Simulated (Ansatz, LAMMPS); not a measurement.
**Liquid aqueous KCl at 333 K (171 atoms): a short ab initio trajectory**

Aim: follow liquid aqueous KCl at 333 K (171 atoms) for a short time with forces from DFT, then look at structure and electrons in the last frame.

Main program and level: Ansatz 0.2.0; Kohn-Sham DFT, PBE, PAW (set soft_2), plane waves.

## 1. The structure

The cell holds 171 atoms: 53 O, 106 H, 6 K and 6 Cl. Its edges and angles: a = 12.480 Å, b = 12.480 Å, c = 12.480 Å, α = 90.0°, β = 90.0°, γ = 90.0°. 53 H2O, 6 K+, 6 Cl- placed at random, at 1.2 g/cm³; overlaps pushed apart, then 10 ps at 433 K with Joung-Cheatham ions (J. Phys. Chem. B 112, 9020 (2008)); SPC/E water (Berendsen, Grigera and Straatsma, J. Phys. Chem. 91, 6269 (1987)). Snapshot after 20 ps at 333 K and fixed volume.

Limits known from the start: The network of contacts between molecules at the start is that of the classical potential that made the cell, and needn't be the one that DFT or experiment would give. The functional has no dispersion term, which matters for the binding between molecules or layers. The density was typed from a rule of thumb and may lie off the real one at this temperature. The Brillouin zone is sampled at Γ only, in a cell whose shortest periodic width is 12 Å.

## 2. Single point at the start

The forces at the start show how far the geometry lies from a minimum of this functional.

Contents of input.yaml:

```yaml
crystal:
  lattice:
    - [12.48006, 0.0, 0.0]
    - [0.0, 12.48006, 0.0]
    - [0.0, 0.0, 12.48006]
  atoms:
    - { symbol: O, position: [0.20382, 0.26188, 0.67494] }
    - { symbol: H, position: [0.17526, 0.21121, 0.73005] }
    - { symbol: H, position: [0.1474, 0.31563, 0.65628] }
    - { symbol: O, position: [0.6636, 0.21156, 0.00194] }
    [... 161 atom lines left out ...]
    - { symbol: Cl, position: [0.61104, 0.01696, 0.71324] }
    - { symbol: Cl, position: [0.05742, 0.75785, 0.20518] }
    - { symbol: Cl, position: [0.28484, 0.37958, 0.15891] }
    - { symbol: Cl, position: [0.03511, 0.36675, 0.53768] }
    - { symbol: Cl, position: [0.38638, 0.95435, 0.0787] }
    - { symbol: Cl, position: [0.78195, 0.77173, 0.44115] }
kpoints:
  mp_grid: { grid: [1, 1, 1] }
hamiltonian:
  xc: pbe
scf:
  occupations: { method: fixed }
output:
  forces: true
```

Command:

```console
$ ansatz run input.yaml --threads 4 --pin off --max-ram 8192MiB --backend cpu --events-out ev --progress --plain --runs-dir out
```

It took 14 s on 4 threads of Arm Neoverse V2, shared host; peak memory 2.4 GiB.

The run gave:

```yaml
free_energy: -47501.5897 eV
free_energy_per_atom: -277.7871 eV/atom
scf_cycles: 9
r_m_s_force_component: 0.5375 eV/Å
longest_force: 1.481 eV/Å
fermi_energy: -1.304 eV
```

The r.m.s. force component of 0.54 eV/Å sets the starting point.

Length of the force by element:

| element | coordination | atoms | mean length of the force (eV/Å) | spread | least | most |
| --- | --- | --- | --- | --- | --- | --- |
| Cl | all | 6 | 0.549 | 0.184 | 0.306 | 0.812 |
| H | all | 106 | 1.03 | 0.241 | 0.485 | 1.48 |
| K | all | 6 | 0.488 | 0.281 | 0.161 | 0.904 |
| O | all | 53 | 0.665 | 0.232 | 0.283 | 1.25 |

## 3. Dynamics at 333 K

Without a thermostat the total energy must stay constant, which tests forces and time step. The time step is 0.5 fs, short enough for the stretching of bonds to hydrogen.

Edit input.yaml of step 2 so:

```diff
@@ -15 +15,8 @@
   forces: true
+md:
+  timestep: 0.5
+  n_steps: 208
+  ensemble: nve
+  temperature: 333
+  initial_velocities: maxwell_boltzmann
+  seed: 3547
```

Elapsed: 34 min, on 4 threads; peak memory 2.3 GiB; 2.2 h of CPU time.

The program notes that it switched symmetry off.

The trajectory, sampled:

| time (fs) | T (K) | potential (meV/atom) | conserved (meV/atom) |
| --- | --- | --- | --- |
| 0.0 | 333 | 0.0 | 0.00 |
| 7.0 | 321 | 1.7 | 0.10 |
| 14.0 | 388 | -7.1 | -0.04 |
| 21.0 | 367 | -4.3 | 0.08 |
| 27.5 | 379 | -5.8 | 0.04 |
| 34.5 | 389 | -7.2 | 0.04 |
| 41.5 | 395 | -7.9 | 0.04 |
| 48.5 | 381 | -6.1 | 0.03 |
| 55.5 | 371 | -4.9 | 0.04 |
| 62.5 | 372 | -5.0 | 0.03 |
| 69.5 | 365 | -4.0 | 0.05 |
| 76.5 | 372 | -5.0 | 0.05 |
| 83.0 | 370 | -4.7 | 0.06 |
| 90.0 | 388 | -7.1 | -0.01 |
| 97.0 | 367 | -4.3 | 0.09 |
| 104.0 | 392 | -7.7 | -0.02 |

Mean square displacement from the first frame to the last: O 0.35 Å², H 0.52 Å², K 0.15 Å², Cl 0.15 Å².

The mean square displacement by time lag:

| time lag (fs) | Cl (Å²) | H (Å²) | K (Å²) | O (Å²) |
| --- | --- | --- | --- | --- |
| 0.5 | 6.2e-6 | 2.3e-4 | 5.8e-6 | 1.6e-5 |
| 2.5 | 1.5e-4 | 0.00544 | 1.5e-4 | 3.9e-4 |
| 4.5 | 4.9e-4 | 0.0156 | 4.7e-4 | 0.00123 |
| 6.5 | 0.00102 | 0.0283 | 9.7e-4 | 0.00252 |
| 9.0 | 0.00192 | 0.0473 | 0.00185 | 0.00475 |
| 11.0 | 0.00283 | 0.0657 | 0.00276 | 0.00702 |
| 13.0 | 0.00391 | 0.0857 | 0.00384 | 0.00971 |
| 15.5 | 0.00549 | 0.110 | 0.00542 | 0.0136 |
| 17.5 | 0.00692 | 0.128 | 0.00687 | 0.0172 |
| 19.5 | 0.00851 | 0.147 | 0.00850 | 0.0211 |
| 21.5 | 0.0102 | 0.167 | 0.0103 | 0.0255 |
| 24.0 | 0.0126 | 0.191 | 0.0127 | 0.0314 |
| 26.0 | 0.0147 | 0.208 | 0.0149 | 0.0364 |
| 28.0 | 0.0169 | 0.223 | 0.0172 | 0.0418 |
| 30.5 | 0.0198 | 0.239 | 0.0203 | 0.0490 |
| 32.5 | 0.0222 | 0.249 | 0.0229 | 0.0550 |
| 34.5 | 0.0248 | 0.256 | 0.0257 | 0.0612 |
| 36.5 | 0.0275 | 0.261 | 0.0287 | 0.0676 |
| 39.0 | 0.0311 | 0.265 | 0.0326 | 0.0760 |
| 41.0 | 0.0341 | 0.269 | 0.0358 | 0.0830 |
| 43.0 | 0.0372 | 0.273 | 0.0393 | 0.0901 |
| 45.5 | 0.0412 | 0.277 | 0.0437 | 0.0993 |
| 47.5 | 0.0446 | 0.281 | 0.0474 | 0.107 |
| 49.5 | 0.0480 | 0.285 | 0.0512 | 0.114 |
| 52.0 | 0.0524 | 0.290 | 0.0560 | 0.124 |

The drift taken off is the plain mean over atoms, not the centre of mass, so with hydrogen in the cell the heavy atoms' values at short lags are too large.

Over the second half of 104 fs the temperature averages 375 K with swings of 10 K r.m.s. The conserved energy stays within 0.14 meV/atom. From first frame to last H has the largest mean square displacement, 0.52 Å² at the end; the farthest move is 1.85 Å. The run spans 0.10 ps, too short for its means to be equilibrium values.

## 4. Structure statistics late in the run

The g(r) is a mean over the second half; what follows it is taken at the last frame.

Bonds before and after, by the cutoffs listed below:

| pair | bonds before | bonds after | mean before (Å) | mean after (Å) | spread before (Å) | spread after (Å) |
| --- | --- | --- | --- | --- | --- | --- |
| H-O | 106 | 106 | 1.000 | 0.989 | 0.000 | 0.025 |
| Cl-K | 8 | 8 | 3.254 | 3.250 | 0.152 | 0.155 |

Density 1.20 g/cm³, 11.37 Å³ an atom.

Mean of 15 frames. Pair distribution functions g(r), in bins of 0.2 Å:

| r (Å) | total | H-H | H-O | H-Cl | H-K | O-O | O-Cl |
| --- | --- | --- | --- | --- | --- | --- | --- |
| 0.90 | 4.05 | 0.00 | 10.55 | 0.00 | 0.00 | 0.00 | 0.00 |
| 1.10 | 1.71 | 0.00 | 4.45 | 0.00 | 0.00 | 0.00 | 0.00 |
| 1.30 | 0.00 | 0.00 | 0.00 | 0.00 | 0.00 | 0.00 | 0.00 |
| 1.50 | 0.88 | 2.17 | 0.11 | 0.00 | 0.00 | 0.00 | 0.00 |
| 1.70 | 0.64 | 0.83 | 0.82 | 0.00 | 0.00 | 0.00 | 0.00 |
| 1.90 | 0.54 | 0.33 | 1.00 | 0.58 | 0.00 | 0.00 | 0.00 |
| 2.10 | 0.59 | 0.87 | 0.41 | 2.20 | 0.00 | 0.00 | 0.00 |
| 2.30 | 0.63 | 1.14 | 0.28 | 1.83 | 0.00 | 0.00 | 0.00 |
| 2.50 | 0.63 | 1.09 | 0.30 | 1.06 | 0.00 | 0.35 | 0.00 |
| 2.70 | 0.76 | 0.87 | 0.42 | 0.65 | 0.26 | 1.90 | 0.00 |
| 2.90 | 0.94 | 0.82 | 0.86 | 0.36 | 0.85 | 1.78 | 0.84 |
| 3.10 | 1.23 | 1.02 | 1.37 | 0.24 | 1.86 | 1.30 | 2.47 |
| 3.30 | 1.31 | 1.03 | 1.60 | 0.43 | 1.88 | 1.11 | 2.02 |
| 3.50 | 1.22 | 1.02 | 1.42 | 1.29 | 1.70 | 1.12 | 1.07 |
| 3.70 | 1.15 | 1.15 | 1.21 | 1.25 | 1.29 | 1.13 | 0.95 |
| 3.90 | 1.10 | 1.16 | 1.08 | 0.96 | 1.12 | 1.29 | 0.58 |
| 4.10 | 1.04 | 1.08 | 0.99 | 1.02 | 1.04 | 1.23 | 0.59 |
| 4.30 | 0.95 | 0.98 | 0.89 | 1.09 | 0.64 | 0.96 | 1.09 |
| 4.50 | 0.95 | 0.96 | 0.96 | 0.94 | 0.69 | 0.91 | 1.21 |
| 4.70 | 0.95 | 0.99 | 0.93 | 0.87 | 0.95 | 0.91 | 1.02 |
| 4.90 | 0.93 | 0.97 | 0.89 | 0.99 | 0.95 | 0.81 | 0.96 |
| 5.10 | 0.95 | 0.98 | 0.93 | 1.05 | 1.23 | 0.71 | 1.01 |
| 5.30 | 0.97 | 0.90 | 1.00 | 1.06 | 1.08 | 0.95 | 1.29 |
| 5.50 | 0.99 | 0.98 | 1.00 | 0.97 | 0.99 | 0.92 | 1.25 |
| 5.70 | 1.01 | 1.02 | 0.98 | 1.19 | 1.16 | 0.91 | 1.29 |
| 5.90 | 1.04 | 1.07 | 1.00 | 1.16 | 0.87 | 1.08 | 0.84 |
| 6.10 | 1.03 | 1.00 | 1.02 | 1.21 | 0.99 | 1.02 | 1.12 |

Bonds by pair of elements; cutoffs follow the first minimum of g(r), held within bounds set by covalent radii, and pairs that aren't listed don't count as bonded:

| pair A-B | cutoff (Å) | bonds | mean length (Å) | spread (Å) | shortest (Å) | B about A | A about B |
| --- | --- | --- | --- | --- | --- | --- | --- |
| H-O | 1.21 | 106 | 0.989 | 0.025 | 0.937 | 1 | 2 |
| O-K | 3.58 | 32 | 3.02 | 0.307 | 2.48 | 0.604 | 5.33 |
| Cl-K | 3.68 | 8 | 3.25 | 0.155 | 3.01 | 1.33 | 1.33 |

The cutoff for O-K falls short of the minimum of g(r), so counts run low and odd coordinations can be artefacts.

How many atoms have how many bonded neighbours:

| element | mean | 0 | 1 | 2 | 3 | 4 | 5 | 6 | 7 | 8 |
| --- | --- | --- | --- | --- | --- | --- | --- | --- | --- | --- |
| Cl | 1.33 | 1 | 3 | 1 | 1 | 0 | 0 | 0 | 0 | 0 |
| H | 1 | 0 | 106 | 0 | 0 | 0 | 0 | 0 | 0 | 0 |
| K | 6.67 | 0 | 0 | 0 | 0 | 0 | 1 | 2 | 1 | 2 |
| O | 2.60 | 0 | 0 | 27 | 21 | 4 | 1 | 0 | 0 | 0 |

Bond angles, per cent of each kind in bins of 5°:

| angle (°) | O-K-O | H-O-K | H-O-H | Cl-K-O |
| --- | --- | --- | --- | --- |
| 40–45 | 0.0 | 1.6 | 0.0 | 0.0 |
| 45–50 | 0.0 | 0.0 | 0.0 | 0.0 |
| 50–55 | 3.9 | 0.0 | 0.0 | 2.8 |
| 55–60 | 5.2 | 0.0 | 0.0 | 2.8 |
| 60–65 | 5.2 | 3.1 | 0.0 | 2.8 |
| 65–70 | 7.8 | 0.0 | 0.0 | 2.8 |
| 70–75 | 3.9 | 3.1 | 0.0 | 2.8 |
| 75–80 | 10.4 | 6.2 | 0.0 | 13.9 |
| 80–85 | 5.2 | 4.7 | 0.0 | 5.6 |
| 85–90 | 9.1 | 7.8 | 0.0 | 5.6 |
| 90–95 | 1.3 | 6.2 | 0.0 | 5.6 |
| 95–100 | 6.5 | 4.7 | 5.7 | 8.3 |
| 100–105 | 5.2 | 6.2 | 18.9 | 8.3 |
| 105–110 | 5.2 | 9.4 | 43.4 | 0.0 |
| 110–115 | 2.6 | 9.4 | 22.6 | 8.3 |
| 115–120 | 1.3 | 7.8 | 7.5 | 0.0 |
| 120–125 | 2.6 | 6.2 | 1.9 | 2.8 |
| 125–130 | 7.8 | 3.1 | 0.0 | 2.8 |
| 130–135 | 2.6 | 4.7 | 0.0 | 2.8 |
| 135–140 | 0.0 | 6.2 | 0.0 | 5.6 |
| 140–145 | 3.9 | 6.2 | 0.0 | 2.8 |
| 145–150 | 3.9 | 1.6 | 0.0 | 0.0 |
| 150–155 | 0.0 | 0.0 | 0.0 | 5.6 |
| 155–160 | 3.9 | 0.0 | 0.0 | 2.8 |
| 160–165 | 1.3 | 0.0 | 0.0 | 0.0 |
| 165–170 | 0.0 | 0.0 | 0.0 | 0.0 |
| 170–175 | 1.3 | 1.6 | 0.0 | 2.8 |
| 175–180 | 0.0 | 0.0 | 0.0 | 2.8 |

Bond angles (no mean is given where the spread exceeds 20°):

| angle | count | mean (°) | spread (°) |
| --- | --- | --- | --- |
| O-K-O | 77 | - | - |
| H-O-K | 64 | - | - |
| H-O-H | 53 | 108 | 4.8 |
| Cl-K-O | 36 | - | - |
| K-O-K | 7 | 99.1 | 10.5 |

Hydrogen bonds between water molecules (O–O under 3.5 Å, H–O···O angle under 30°):

| hydrogen bonds to other water | molecules |
| --- | --- |
| 0 | 0 |
| 1 | 9 |
| 2 | 17 |
| 3 | 15 |
| 4 | 10 |
| 5 | 2 |

First shells of the ions:

| ion | count | shell | mean number |
| --- | --- | --- | --- |
| K | 6 | water O within 3.6 A | 5.5 |

Bond length by coordination (bonds to H left out):

| element | coordination | atoms | mean bond length (Å) |
| --- | --- | --- | --- |
| Cl | 1 | 3 | 3.30 |
| Cl | 2 | 1 | 3.24 |
| Cl | 3 | 1 | 3.21 |
| K | 5 | 1 | 3.02 |
| K | 6 | 2 | 2.93 |
| K | 7 | 1 | 3.24 |
| K | 8 | 2 | 3.10 |
| O | 3 | 21 | 2.98 |
| O | 4 | 4 | 3.02 |
| O | 5 | 1 | 3.21 |

The 53 water molecules hold 2.6 hydrogen bonds each to other water on average, with a mean O–O distance of 2.89 Å. Ion shells in this frame: K 5.5 (water O within 3.6 Å).

## 5. Single point at the last frame

The last frame is solved again with fuller output, to read the electronic structure of a thermally displaced geometry.

Contents of input.yaml:

```yaml
crystal:
  lattice:
    - [12.48006, 0.0, 0.0]
    - [0.0, 12.48006, 0.0]
    - [0.0, 0.0, 12.48006]
  atoms:
    - { symbol: O, position: [0.20304, 0.28228, 0.71579] }
    - { symbol: H, position: [0.18202, 0.23594, 0.77852] }
    - { symbol: H, position: [0.13639, 0.29452, 0.67253] }
    - { symbol: O, position: [0.69117, 0.17106, 0.94391] }
    [... 161 atom lines left out ...]
    - { symbol: Cl, position: [0.58459, 0.98456, 0.73177] }
    - { symbol: Cl, position: [0.04256, 0.7735, 0.1878] }
    - { symbol: Cl, position: [0.29059, 0.39627, 0.13516] }
    - { symbol: Cl, position: [0.02101, 0.3704, 0.53312] }
    - { symbol: Cl, position: [0.37464, 0.97692, 0.0878] }
    - { symbol: Cl, position: [0.80386, 0.79182, 0.43773] }
kpoints:
  mp_grid: { grid: [1, 1, 1] }
hamiltonian:
  xc: pbe
scf:
  occupations: { method: fixed }
output:
  forces: true
  stress: true
  populations: intrinsic
  dos:
    method: { smearing: { sigma: 0.08 } }
    de: 0.1
    projected: { site_lists: { Cl: [Cl], H: [H], K: [K], O: [O] } }
  eigenvalues: true
  write_density: true
  write_potential: true
  volumetric_format: npy
```

Run time: 32 s. Hardware: 4 threads; peak memory 2.6 GiB.

The program notes that the exchange-correlation potential is rough where the density is thin.

Read from the output:

```
free energy                                      : -47502.8985 eV
free energy per atom                             : -277.7947 eV/atom
SCF cycles                                       : 9
pressure                                         : -0.1721 GPa
r.m.s. force component                           : 0.6315 eV/Å
longest force                                    : 2.528 eV/Å
Fermi energy                                     : -1.442 eV
gap (highest filled to lowest empty level) : 4.066 eV
```

Length of the force by element:

| element | coordination | atoms | mean length of the force (eV/Å) | spread | least | most |
| --- | --- | --- | --- | --- | --- | --- |
| Cl | all | 6 | 0.365 | 0.115 | 0.147 | 0.513 |
| H | all | 106 | 0.895 | 0.444 | 0.0816 | 2.17 |
| K | all | 6 | 0.316 | 0.0924 | 0.147 | 0.424 |
| O | all | 53 | 1.23 | 0.565 | 0.247 | 2.53 |

Intrinsic-atomic-orbital charges by element:

| element | coordination | atoms | mean charge (e) | spread | least | most |
| --- | --- | --- | --- | --- | --- | --- |
| Cl | all | 6 | -0.628 | 0.0445 | -0.695 | -0.567 |
| H | all | 106 | 0.379 | 0.014 | 0.343 | 0.415 |
| K | all | 6 | 0.835 | 0.0068 | 0.826 | 0.846 |
| O | all | 53 | -0.780 | 0.0298 | -0.852 | -0.723 |

States in the cell by windows of 1 eV, zero at the Fermi level; the larger projections on atomic orbitals stand beside the total:

| from (eV) | to (eV) | total | O p | H s | Cl p |
| --- | --- | --- | --- | --- | --- |
| -10 | -9 | 0.0 | 0.0 | 0.0 | 0.0 |
| -9 | -8 | 2.0 | 1.4 | 0.6 | 0.0 |
| -8 | -7 | 44.3 | 30.5 | 12.8 | 0.1 |
| -7 | -6 | 55.1 | 38.0 | 15.8 | 0.3 |
| -6 | -5 | 4.6 | 3.1 | 1.3 | 0.0 |
| -5 | -4 | 18.2 | 14.1 | 1.8 | 0.1 |
| -4 | -3 | 51.2 | 41.0 | 3.6 | 0.6 |
| -3 | -2 | 35.9 | 30.3 | 1.6 | 0.6 |
| -2 | -1 | 74.0 | 67.5 | 0.5 | 4.5 |
| -1 | 0 | 67.7 | 38.8 | 0.5 | 27.6 |
| 0 | 1 | 0.9 | 0.8 | 0.0 | 0.1 |
| 1 | 3 | 0.0 | 0.0 | 0.0 | 0.0 |
| 3 | 4 | 0.3 | 0.0 | 0.1 | 0.0 |
| 4 | 5 | 1.7 | 0.0 | 0.7 | 0.0 |

The curve was stored every 0.10 eV, coarse against its broadening of 0.08 eV, so these counts are rough.

With fixed occupations the program's Fermi level is the highest filled level; weight inside the gap is the broadening of levels at its edges.

Between -26 and -10 eV lie 154 more states.

The levels nearest the highest filled one (over half full), pooled over k-points and spins:

| level less the highest filled one (eV) | occupation |
| --- | --- |
| -0.453 | 2 |
| -0.396 | 2 |
| -0.363 | 2 |
| -0.344 | 2 |
| -0.258 | 2 |
| 0 | 2 |
| 4.07 | 0 |
| 5.29 | 0 |
| 5.33 | 0 |
| 5.37 | 0 |
| 5.48 | 0 |
| 5.52 | 0 |

Mean intrinsic-atomic-orbital charges: Cl -0.63, H +0.38, K +0.84, O -0.78 e. The largest share in the top eV of filled states is O p (58 % of the projected weight), and in the lowest eV of empty states H s (43 % of the projected weight).

## 6. What came out

```yaml
mean_temperature_second_half: 375.1 K
temperature_swing_second_half: 9.581 K
slope_of_the_conserved_energy_against_time_by_least_squares: 0.0268 meV/atom/ps
free_energy_per_atom: -277.7947 eV/atom
pressure: -0.1721 GPa
r_m_s_force_component: 0.6315 eV/Å
spacing_of_highest_filled_and_lowest_empty_level: 4.066 eV
wall_time_of_the_3_dft_runs: 35 min
```

What this shows: Over the second half of 104 fs the temperature averages 375 K with swings of 10 K r.m.s. The conserved energy stays within 0.14 meV/atom. The run spans 0.10 ps, too short for its means to be equilibrium values. The 53 water molecules hold 2.6 hydrogen bonds each to other water on average, with a mean O–O distance of 2.89 Å. Filled and empty levels are parted by 4.07 eV (at Γ alone); a semilocal functional tends to put such gaps too low. In a disordered cell it changes from sample to sample and from frame to frame.

**Limits.** The pressure of a single frame lacks the kinetic term, about 0.46 GPa here.

[Logs are printed without paths, hosts, clocks, repeated set-up lines and the standing remarks that a program may print on its own settings, such as how far it seeks lower states.]

[Hosts, paths, dates, database ids (printed as entryN), source tags and the programs' standing remarks are cut or masked in the printed files.]
